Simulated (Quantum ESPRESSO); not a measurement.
# MgO (Periclase): from Born charge to LO-TO splitting

Aim: work out the LO frequency and the static dielectric constant of MgO (Periclase) from one linear-response run, then check them.

Calculated with Quantum ESPRESSO 7.5; DFT LDA, scalar-relativistic, plane waves, PseudoDojo norm-conserving pseudopotentials.

The database entry behind the starting cell differs from later determinations by our own check (about 0.1 % long), so it need not match the best structure at ambient conditions.

### Step 1. The relaxed structure

It takes space group Fm-3m (No. 225, cubic). Conventional cell: a = 4.160 Å, b = 4.160 Å, c = 4.160 Å, α = 90.00°, β = 90.00°, γ = 90.00°. Nearest to Mg lie 6 O at 2.08 Å. Nearest to O lie 6 Mg at 2.08 Å. Farther neighbours and most contacts between anions are not listed.

Structure file:

```
Mg O
1.0
    -2.08016    0.00000    2.08016
     0.00000    2.08016    2.08016
    -2.08016    2.08016    0.00000
Mg O
1 1
Direct
  0.00000 0.00000 0.00000
  0.50000 0.50000 0.50000
```

This is the cell after its relaxation at this level of theory, not the database cell from which that began.

### Step 2. What the response run gave

A linear-response run on the relaxed cell, with the response to an electric field; only its zone-centre results are used. Cutoff 92 Ry, k mesh 8×8×8.

What it wrote:

```text
[banners, grids, parts of the stress and lines that vanish by symmetry left out]
Program PHONON v.7.5
     Reading xml data from directory:

[...]
Exchange-correlation= PW
                           (   1   4   0   0   0   0   0)
[...]
kinetic-energy cut-off    =      92.0000  Ry
     charge density cut-off    =     368.0000  Ry
     convergence threshold     =      1.0E-18
[...]
Exchange-correlation= PW
                           (   1   4   0   0   0   0   0)
[...]
q = (   0.0000000   0.0000000   0.0000000 )
     49 Sym.Ops. (with q -> -q+G )
     G cutoff =  288.0766  (  14361 G-vectors)     FFT grid: ( 36, 36, 36)
     number of k points=    29
[...]
Mode symmetry, O_h (m-3m)  point group:
[...]
Dielectric constant
[...]
End of electric fields calculation
          Dielectric constant in cartesian axis
          (       3.171217108       0.000000000      -0.000000000 )
          (       0.000000000       3.171217108      -0.000000000 )
          (       0.000000000       0.000000000       3.171217108 )
          Effective charges (d Force / dE) in cartesian axis without acoustic sum rule applied (asr)
           atom    1  Mg    Mean Z*:        1.97193
      Ex  (        1.97193       -0.00000       -0.00000 )
      Ey  (       -0.00000        1.97193        0.00000 )
      Ez  (       -0.00000        0.00000        1.97193 )
           atom    2  O     Mean Z*:       -1.97153
      Ex  (       -1.97153       -0.00000        0.00000 )
      Ey  (       -0.00000       -1.97153        0.00000 )
      Ez  (        0.00000       -0.00000       -1.97153 )
          Effective charges Sum: Mean:        0.00040
[...]
Effective charges (d Force / dE) in cartesian axis with asr applied:
           atom    1  Mg    Mean Z*:        1.97173
[...]
atom    2  O     Mean Z*:       -1.97173
[...]
Representation #   1 modes #   1   2   3
[...]
End of self-consistent calculation
     Convergence has been achieved
     Representation #   2 modes #   4   5   6
[...]
End of self-consistent calculation
     Convergence has been achieved
[...]
Dielectric constant in cartesian axis
          (       3.171217108       0.000000000      -0.000000000 )
          (       0.000000000       3.171217108      -0.000000000 )
          (       0.000000000       0.000000000       3.171217108 )
          Effective charges (d Force / dE) in cartesian axis without acoustic sum rule applied (asr)
           atom    1  Mg    Mean Z*:        1.97193
      Ex  (        1.97193       -0.00000       -0.00000 )
      Ey  (       -0.00000        1.97193        0.00000 )
      Ez  (       -0.00000        0.00000        1.97193 )
           atom    2  O     Mean Z*:       -1.97153
      Ex  (       -1.97153       -0.00000        0.00000 )
      Ey  (       -0.00000       -1.97153        0.00000 )
      Ez  (        0.00000       -0.00000       -1.97153 )
          Effective charges Sum: Mean:        0.00040
[...]
Effective charges (d Force / dE) in cartesian axis with asr applied:
           atom    1  Mg    Mean Z*:        1.97173
[...]
atom    2  O     Mean Z*:       -1.97173
[...]
q = (    0.000000000   0.000000000   0.000000000 )
[...]
freq (    1) =       0.093024 [THz] =       3.102937 [cm-1]
     freq (    2) =       0.093024 [THz] =       3.102937 [cm-1]
     freq (    3) =       0.093024 [THz] =       3.102937 [cm-1]
     freq (    4) =      12.263876 [THz] =     409.078868 [cm-1]
     freq (    5) =      12.263876 [THz] =     409.078868 [cm-1]
     freq (    6) =      12.263876 [THz] =     409.078868 [cm-1]
[...]
Mode symmetry, O_h (m-3m)  point group:
     freq (   1-   3) =          3.1  [cm-1]   --> T_1u G_15  G_4- I
     freq (   4-   6) =        409.1  [cm-1]   --> T_1u G_15  G_4- I

   JOB DONE.
```

| quantity | value |
| --- | --- |
| cell volume Ω (Å³) | 18.002 |
| mass of Mg (u) | 24.305 |
| mass of O (u) | 15.999 |
| Born charge of Mg, raw (e) | 1.972 |
| Born charge of O, raw (e) | -1.972 |
| ε∞ | 3.171 |
| ω(TO) after the sum rule (cm⁻¹) | 409.1 |

### Step 3. The calculation

The charges must sum to zero over the cell; taking off their mean, 0.000 e, leaves Z* = 1.972 e on Mg. In the polar mode Mg moves against O, so the reduced mass is μ = 24.30 × 16.00 / 40.30 = 9.648 u.

A longitudinal wave builds up a field that adds to the restoring force: ω(LO)² = ω(TO)² + 4π Z*² / (μ Ω ε∞), in Hartree atomic units. With μ = 17587 electron masses and Ω = 121.48 bohr³ the second term is 7.2103e-06 Ha², or 347313 cm⁻² (1 Ha = 219474.6 cm⁻¹).

So ω(LO) = √(167338 + 347313) = 717.4 cm⁻¹, and by the Lyddane-Sachs-Teller relation ε₀ = ε∞ (ω(LO)/ω(TO))² = 9.75.

### Step 4. Check against the program

The analysis program adds the same non-analytic term to the full matrix, here for q along (1 0 0).

What it wrote:

```text
[banner, memory and clock lines left out]
Program DYNMAT v.7.5

     Reading Dynamical Matrix from file g.dyn
     ...Force constants read
     ...epsilon and Z* read

     Polarizability (A^3 units)
     multiply by 0.580134 for Clausius-Mossotti correction
         3.110367    0.000000    0.000000
         0.000000    3.110367    0.000000
        -0.000000   -0.000000    3.110367

     IR activities are in (D/A)^2/amu units

# mode   [cm-1]    [THz]      IR
    1     -0.00   -0.0000    0.0000
    2     -0.00   -0.0000    0.0000
    3     -0.00   -0.0000    0.0000
    4    409.07   12.2637    9.2966
    5    409.07   12.2637    9.2966
    6    717.40   21.5071    9.2966
```

ε₀ comes from the program's run without a direction of q.

| quantity | by hand | program |
| --- | --- | --- |
| ω(LO) (cm⁻¹) | 717.4 | 717.4 |
| ε₀ | 9.75 | 9.75 |

### Step 5. Summary of results

```json
{
 "TO mode": "409.1 cm⁻¹",
 "LO mode": "717.4 cm⁻¹",
 "static dielectric constant": "9.753"
}
```

In words: The LO mode of MgO (Periclase) lies at 717 cm⁻¹, 308 cm⁻¹ above the TO mode; the formula meets the program within 0.1 cm⁻¹, as it must for a cubic crystal with one polar mode. ω(LO)² − ω(TO)² goes with Z*²/ε∞: an error of 5 % in ε∞ would move the LO mode by 11.6 cm⁻¹, and semilocal functionals tend to overestimate ε∞. These are harmonic values at zero temperature, at the volume of this functional, for the structure held cubic; stability elsewhere in the zone is no part of this calculation.

[Host names and launcher messages were left out of these logs when they were recorded.]

[Logs are printed without paths, hosts, clocks, repeated set-up lines and the standing remarks that a program may print on its own settings, such as how far it seeks lower states.]

[Hosts, paths, dates, database ids (printed as entryN), source tags and the programs' standing remarks are cut or masked in the printed files.]
